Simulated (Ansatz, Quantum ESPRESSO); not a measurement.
# From contact to tunnelling: vacuum gaps between two Na(100) faces, part 2 of 5

Wanted: T at the Fermi level along a series, and its decay constant, for vacuum gaps between two Na(100) faces.

Quantum ESPRESSO 7.5; plane-wave DFT, LDA, GBRV ultrasoft pseudopotentials; cross-check by Ansatz 0.2.0 with PAW datasets.

So far. Step 2 (Self-consistent run, 5 Å): The run needed 12 iterations to bring the estimated error under 1e-07 Ry; the largest force on any atom, held or free, is 0.03 eV/Å.

## 3. The open system, 5 Å

Level of this step: transmission by pwcond, lead and junction from one cell; plane-wave DFT, LDA, GBRV ultrasoft pseudopotentials (Quantum ESPRESSO).

prefixt takes both regions from one run: the lead from 0 to bdl, the scattering region from bdl to bds (units of alat). ikind = 1 puts the same lead on both sides. The program's T_tot counts both spins in a run without spin; the tables below give T per spin.

j0.cond.in reads:

```
&inputcond
  outdir = './out'
  prefixt = 'j0.scf'
  tran_file = 'j0.cond.dat'
  bdl = 1.0000000000
  bds = 8.6904761905
  ikind = 1
  ewind = 4.0
  epsproj = 1e-05
  nz1 = 7
  energy0 = 0.4
  denergy = -0.4
/
15
  0.00000000 0.00000000 0.01562500
  0.00000000 0.12500000 0.06250000
  0.00000000 0.25000000 0.06250000
  0.00000000 0.37500000 0.06250000
  0.00000000 0.50000000 0.03125000
  0.12500000 0.12500000 0.06250000
  0.12500000 0.25000000 0.12500000
  0.12500000 0.37500000 0.12500000
  0.12500000 0.50000000 0.06250000
  0.25000000 0.25000000 0.06250000
  0.25000000 0.37500000 0.12500000
  0.25000000 0.50000000 0.06250000
  0.37500000 0.37500000 0.06250000
  0.37500000 0.50000000 0.06250000
  0.50000000 0.50000000 0.01562500
3
```

Started as:

```console
> OMP_NUM_THREADS=1 mpirun -n 4 pwcond.x -in j0.cond.in > j0.cond.out
```

What it wrote:

```text
[banner, memory and clock lines left out]
Program PWCOND v.7.5 starts

          URL

     ./out/j0.scf.save/

     IMPORTANT: XC functional enforced from input :
     Exchange-correlation= PZ
                           (   1   1   0   0   0   0   0)
     Any further DFT definition will be discarded
     Please, verify this is what you really want

     Reading collected, re-writing distributed wavefunctions

===== INPUT FILE containing all the regions =====

     GEOMETRY:

     lattice parameter (alat)  =       7.9368  a.u.
     the volume                =    4344.9826 (a.u.)^3
     the cross section         =      62.9936 (a.u.)^2
     l of the unit cell        =       8.6905 (alat)
     number of atoms/cell      =           16
     number of atomic types    =            1

     crystal axes: (cart. coord. in units of alat)
               a(1) = (  1.0000  0.0000  0.0000 )
               a(2) = (  0.0000  1.0000  0.0000 )
               a(3) = (  0.0000  0.0000  8.6905 )

   Cartesian axes

     site n.     atom                  positions (alat units)
          1        Na     tau(  1)=(  0.0000  0.0000  8.6905  )
          2        Na     tau(  2)=(  0.5000  0.5000  0.5000  )
          3        Na     tau(  3)=(  0.0000  0.0000  1.0000  )
          4        Na     tau(  4)=(  0.5000  0.5000  1.5000  )
          5        Na     tau(  5)=(  0.0000  0.0000  2.0000  )
          6        Na     tau(  6)=(  0.5000  0.5000  2.5000  )
          7        Na     tau(  7)=(  0.0000  0.0000  3.0000  )
          8        Na     tau(  8)=(  0.5000  0.5000  3.5000  )
          9        Na     tau(  9)=(  0.0000  0.0000  4.6905  )
         10        Na     tau( 10)=(  0.5000  0.5000  5.1905  )
         11        Na     tau( 11)=(  0.0000  0.0000  5.6905  )
         12        Na     tau( 12)=(  0.5000  0.5000  6.1905  )
         13        Na     tau( 13)=(  0.0000  0.0000  6.6905  )
         14        Na     tau( 14)=(  0.5000  0.5000  7.1905  )
         15        Na     tau( 15)=(  0.0000  0.0000  7.6905  )
         16        Na     tau( 16)=(  0.5000  0.5000  8.1905  )

     nr1s                      =           32
     nr2s                      =           32
     nr3s                      =          288
     nr1sx                     =           32
     nr2sx                     =           32
     nr3sx                     =          288
     nr1                       =           36
     nr2                       =           36
     nr3                       =          320
     nr1x                      =           36
     nr2x                      =           36
     nr3x                      =          320

 _______________________________
  Radii of nonlocal spheres:

     type       ibeta     ang. mom.          radius (alat units)
       Na         1         0                    0.2543
       Na         2         0                    0.2543
       Na         3         1                    0.2543
       Na         4         1                    0.2543
       Na         5         2                    0.2543
----- General information -----

--- T calc. with identical leads (ikind=1) ---

     nrx                       =           32
     nry                       =           32
     nz1                       =            7

     energy0               =         4.0E-01
     denergy               =        -4.0E-01
     nenergy               =          3
     ecut2d                =         4.0E+01
     ewind                 =         4.0E+00
     epsproj               =         1.0E-05

     number of k_|| points=   15
                       cryst. coord.
        k(    1) = (   0.0000000   0.0000000), wk =   0.0156250
        k(    2) = (   0.0000000   0.1250000), wk =   0.0625000
        k(    3) = (   0.0000000   0.2500000), wk =   0.0625000
        k(    4) = (   0.0000000   0.3750000), wk =   0.0625000
        k(    5) = (   0.0000000   0.5000000), wk =   0.0312500
        k(    6) = (   0.1250000   0.1250000), wk =   0.0625000
        k(    7) = (   0.1250000   0.2500000), wk =   0.1250000
        k(    8) = (   0.1250000   0.3750000), wk =   0.1250000
        k(    9) = (   0.1250000   0.5000000), wk =   0.0625000
        k(   10) = (   0.2500000   0.2500000), wk =   0.0625000
        k(   11) = (   0.2500000   0.3750000), wk =   0.1250000
        k(   12) = (   0.2500000   0.5000000), wk =   0.0625000
        k(   13) = (   0.3750000   0.3750000), wk =   0.0625000
        k(   14) = (   0.3750000   0.5000000), wk =   0.0625000
        k(   15) = (   0.5000000   0.5000000), wk =   0.0156250
----- Information about left/right lead -----

     nocros                   =           13
     noins                    =           13
     norb                     =           39
     norbf                    =          195
     nrz                      =           33

      iorb      type   ibeta   ang. mom.   m       position (alat)
        1        1       1        0        1   taunew(   1)=(  0.0000  0.0000  0.0000)
        2        1       2        0        1   taunew(   2)=(  0.0000  0.0000  0.0000)
        3        1       3        1        1   taunew(   3)=(  0.0000  0.0000  0.0000)
        4        1       3        1        2   taunew(   4)=(  0.0000  0.0000  0.0000)
        5        1       3        1        3   taunew(   5)=(  0.0000  0.0000  0.0000)
        6        1       4        1        1   taunew(   6)=(  0.0000  0.0000  0.0000)
        7        1       4        1        2   taunew(   7)=(  0.0000  0.0000  0.0000)
        8        1       4        1        3   taunew(   8)=(  0.0000  0.0000  0.0000)
        9        1       5        2        1   taunew(   9)=(  0.0000  0.0000  0.0000)
       10        1       5        2        2   taunew(  10)=(  0.0000  0.0000  0.0000)
       11        1       5        2        3   taunew(  11)=(  0.0000  0.0000  0.0000)
       12        1       5        2        4   taunew(  12)=(  0.0000  0.0000  0.0000)
       13        1       5        2        5   taunew(  13)=(  0.0000  0.0000  0.0000)
       14        1       1        0        1   taunew(  14)=(  0.5000  0.5000  0.5000)
       15        1       2        0        1   taunew(  15)=(  0.5000  0.5000  0.5000)
       16        1       3        1        1   taunew(  16)=(  0.5000  0.5000  0.5000)
       17        1       3        1        2   taunew(  17)=(  0.5000  0.5000  0.5000)
       18        1       3        1        3   taunew(  18)=(  0.5000  0.5000  0.5000)
       19        1       4        1        1   taunew(  19)=(  0.5000  0.5000  0.5000)
       20        1       4        1        2   taunew(  20)=(  0.5000  0.5000  0.5000)
       21        1       4        1        3   taunew(  21)=(  0.5000  0.5000  0.5000)
[...]
140        1       5        2        2   taunew( 140)=(  0.0000  0.0000  5.6905)
      141        1       5        2        3   taunew( 141)=(  0.0000  0.0000  5.6905)
      142        1       5        2        4   taunew( 142)=(  0.0000  0.0000  5.6905)
      143        1       5        2        5   taunew( 143)=(  0.0000  0.0000  5.6905)
      144        1       1        0        1   taunew( 144)=(  0.5000  0.5000  6.1905)
      145        1       2        0        1   taunew( 145)=(  0.5000  0.5000  6.1905)
      146        1       3        1        1   taunew( 146)=(  0.5000  0.5000  6.1905)
      147        1       3        1        2   taunew( 147)=(  0.5000  0.5000  6.1905)
      148        1       3        1        3   taunew( 148)=(  0.5000  0.5000  6.1905)
      149        1       4        1        1   taunew( 149)=(  0.5000  0.5000  6.1905)
      150        1       4        1        2   taunew( 150)=(  0.5000  0.5000  6.1905)
      151        1       4        1        3   taunew( 151)=(  0.5000  0.5000  6.1905)
      152        1       5        2        1   taunew( 152)=(  0.5000  0.5000  6.1905)
      153        1       5        2        2   taunew( 153)=(  0.5000  0.5000  6.1905)
      154        1       5        2        3   taunew( 154)=(  0.5000  0.5000  6.1905)
      155        1       5        2        4   taunew( 155)=(  0.5000  0.5000  6.1905)
      156        1       5        2        5   taunew( 156)=(  0.5000  0.5000  6.1905)
      157        1       1        0        1   taunew( 157)=(  0.0000  0.0000  6.6905)
      158        1       2        0        1   taunew( 158)=(  0.0000  0.0000  6.6905)
      159        1       3        1        1   taunew( 159)=(  0.0000  0.0000  6.6905)
      160        1       3        1        2   taunew( 160)=(  0.0000  0.0000  6.6905)
      161        1       3        1        3   taunew( 161)=(  0.0000  0.0000  6.6905)
      162        1       4        1        1   taunew( 162)=(  0.0000  0.0000  6.6905)
      163        1       4        1        2   taunew( 163)=(  0.0000  0.0000  6.6905)
      164        1       4        1        3   taunew( 164)=(  0.0000  0.0000  6.6905)
      165        1       5        2        1   taunew( 165)=(  0.0000  0.0000  6.6905)
      166        1       5        2        2   taunew( 166)=(  0.0000  0.0000  6.6905)
      167        1       5        2        3   taunew( 167)=(  0.0000  0.0000  6.6905)
      168        1       5        2        4   taunew( 168)=(  0.0000  0.0000  6.6905)
      169        1       5        2        5   taunew( 169)=(  0.0000  0.0000  6.6905)
      170        1       1        0        1   taunew( 170)=(  0.5000  0.5000  7.1905)
      171        1       2        0        1   taunew( 171)=(  0.5000  0.5000  7.1905)
      172        1       3        1        1   taunew( 172)=(  0.5000  0.5000  7.1905)
      173        1       3        1        2   taunew( 173)=(  0.5000  0.5000  7.1905)
      174        1       3        1        3   taunew( 174)=(  0.5000  0.5000  7.1905)
      175        1       4        1        1   taunew( 175)=(  0.5000  0.5000  7.1905)
      176        1       4        1        2   taunew( 176)=(  0.5000  0.5000  7.1905)
      177        1       4        1        3   taunew( 177)=(  0.5000  0.5000  7.1905)
      178        1       5        2        1   taunew( 178)=(  0.5000  0.5000  7.1905)
      179        1       5        2        2   taunew( 179)=(  0.5000  0.5000  7.1905)
      180        1       5        2        3   taunew( 180)=(  0.5000  0.5000  7.1905)
      181        1       5        2        4   taunew( 181)=(  0.5000  0.5000  7.1905)
      182        1       5        2        5   taunew( 182)=(  0.5000  0.5000  7.1905)
      183        1       1        0        1   taunew( 183)=(  0.0000  0.0000  7.6905)
      184        1       2        0        1   taunew( 184)=(  0.0000  0.0000  7.6905)
      185        1       3        1        1   taunew( 185)=(  0.0000  0.0000  7.6905)
      186        1       3        1        2   taunew( 186)=(  0.0000  0.0000  7.6905)
      187        1       3        1        3   taunew( 187)=(  0.0000  0.0000  7.6905)
      188        1       4        1        1   taunew( 188)=(  0.0000  0.0000  7.6905)
      189        1       4        1        2   taunew( 189)=(  0.0000  0.0000  7.6905)
      190        1       4        1        3   taunew( 190)=(  0.0000  0.0000  7.6905)
      191        1       5        2        1   taunew( 191)=(  0.0000  0.0000  7.6905)
      192        1       5        2        2   taunew( 192)=(  0.0000  0.0000  7.6905)
      193        1       5        2        3   taunew( 193)=(  0.0000  0.0000  7.6905)
      194        1       5        2        4   taunew( 194)=(  0.0000  0.0000  7.6905)
      195        1       5        2        5   taunew( 195)=(  0.0000  0.0000  7.6905)
 ngper, shell number =          193          29
 ngper, n2d =          193         105
---  E-Ef =    0.4000000  k =    0.0000000   0.0000000
---  ie =          1  ik =          1
 Nchannels of the left tip =            1
 Right moving states:
   k1(2pi/a)   k2(2pi/a)   E-Ef (eV)
  -0.3447272  -0.0000002   0.4000000
 Left moving states:
   k1(2pi/a)   k2(2pi/a)   E-Ef (eV)
   0.3447272  -0.0000002   0.4000000

 to transmit
 Band j to band i transmissions and reflections:
    j         i     |T_ij|^2    |R_ij|^2

    1 -->     1     0.88726     0.11274
   Total T_j, R_j =    0.88726  0.11274

E-Ef(ev), T(x2 spins) =    0.4000000   1.7745278
---  E-Ef =    0.0000000  k =    0.0000000   0.0000000
---  ie =          2  ik =          1
 Nchannels of the left tip =            1
 Right moving states:
   k1(2pi/a)   k2(2pi/a)   E-Ef (eV)
  -0.3827510  -0.0000002   0.0000000
 Left moving states:
   k1(2pi/a)   k2(2pi/a)   E-Ef (eV)
   0.3827510  -0.0000002   0.0000000

 to transmit
 Band j to band i transmissions and reflections:
    j         i     |T_ij|^2    |R_ij|^2

    1 -->     1     0.78557     0.21443
   Total T_j, R_j =    0.78557  0.21443

E-Ef(ev), T(x2 spins) =    0.0000000   1.5711332
---  E-Ef =   -0.4000000  k =    0.0000000   0.0000000
---  ie =          3  ik =          1
 Nchannels of the left tip =            1
 Right moving states:
   k1(2pi/a)   k2(2pi/a)   E-Ef (eV)
  -0.4229544  -0.0000002  -0.4000000
 Left moving states:
   k1(2pi/a)   k2(2pi/a)   E-Ef (eV)
   0.4229544  -0.0000002  -0.4000000

 to transmit
 Band j to band i transmissions and reflections:
    j         i     |T_ij|^2    |R_ij|^2

    1 -->     1     0.64331     0.35669
   Total T_j, R_j =    0.64331  0.35669

E-Ef(ev), T(x2 spins) =   -0.4000000   1.2866281
 ngper, shell number =          198          97
 ngper, n2d =          198         106
[... further energies and points left out ...]
---  E-Ef =    0.4000000  k =    0.5000000   0.5000000
---  ie =          1  ik =         15
 Nchannels of the left tip =            0
 Right moving states:
   k1(2pi/a)   k2(2pi/a)   E-Ef (eV)
 Left moving states:
   k1(2pi/a)   k2(2pi/a)   E-Ef (eV)

 to transmit
          E-Ef(ev), T =    0.4000000   0.0000000
---  E-Ef =    0.0000000  k =    0.5000000   0.5000000
---  ie =          2  ik =         15
 Nchannels of the left tip =            0
 Right moving states:
   k1(2pi/a)   k2(2pi/a)   E-Ef (eV)
 Left moving states:
   k1(2pi/a)   k2(2pi/a)   E-Ef (eV)

 to transmit
          E-Ef(ev), T =    0.0000000   0.0000000
---  E-Ef =   -0.4000000  k =    0.5000000   0.5000000
---  ie =          3  ik =         15
 Nchannels of the left tip =            0
 Right moving states:
   k1(2pi/a)   k2(2pi/a)   E-Ef (eV)
 Left moving states:
   k1(2pi/a)   k2(2pi/a)   E-Ef (eV)

 to transmit
          E-Ef(ev), T =   -0.4000000   0.0000000
   T_tot     0.40000      0.89605E+00
   T_tot     0.00000      0.64477E+00
   T_tot    -0.40000      0.42168E+00

Note: The following floating-point exceptions are signalling: IEEE_UNDERFLOW_FLAG
Note: The following floating-point exceptions are signalling: IEEE_UNDERFLOW_FLAG
Note: The following floating-point exceptions are signalling: IEEE_UNDERFLOW_FLAG
Note: The following floating-point exceptions are signalling: IEEE_UNDERFLOW_FLAG
```

The job ended after 1.8 min (4 MPI ranks of Arm Neoverse V2, shared host; peak memory 0.33 GiB).

Read from the output:

```
lead channels at the Fermi level, one spin : 1.078
transmission at the Fermi level, one spin  : 0.3224
conductance                                : 0.3224 G₀
```

Per spin; mean over the k mesh across the current. Table of open channels, zone mean by energy, zero at the Fermi level:

| energy (eV) | open channels, zone mean |
| --- | --- |
| -0.400 | 1.08 |
| 0.000 | 1.08 |
| 0.400 | 1.39 |

Per spin; mean over the k mesh across the current. Transmission, zone mean against energy, zero at the Fermi level:

```csv
energy (eV),"transmission, zone mean"
-0.400,0.211
0.000,0.322
0.400,0.448
```

At 0.000 eV; k in fractions of b1, b2. Transmission by k point:

```
   k1     k2   weight        t  channels
    0      0  0.01562   0.7856         1
    0  0.125   0.0625   0.7444         1
    0   0.25   0.0625   0.5958         1
    0  0.375   0.0625   0.3206         1
    0    0.5  0.03125   0.1829         2
0.125  0.125   0.0625   0.6991         1
0.125   0.25    0.125   0.5378         1
0.125  0.375    0.125   0.2639         1
0.125    0.5   0.0625   0.1521         2
 0.25   0.25   0.0625   0.3322         1
 0.25  0.375    0.125   0.1546         1
 0.25    0.5   0.0625  0.05221         2
0.375  0.375   0.0625  0.06132         1
0.375    0.5   0.0625        0         0
  0.5    0.5  0.01562        0         0
```

(Part 2 of 5 ends here.)

[Logs are printed without paths, hosts, clocks, repeated set-up lines and the standing remarks that a program may print on its own settings, such as how far it seeks lower states.]

[Hosts, paths, dates, database ids (printed as entryN), source tags and the programs' standing remarks are cut or masked in the printed files.]

[Maps of the electrostatic potential energy from Ansatz leave out the sawtooth potential of an applied field or a dipole correction, so their vacuum need not be flat; planar profiles and work functions include it.]
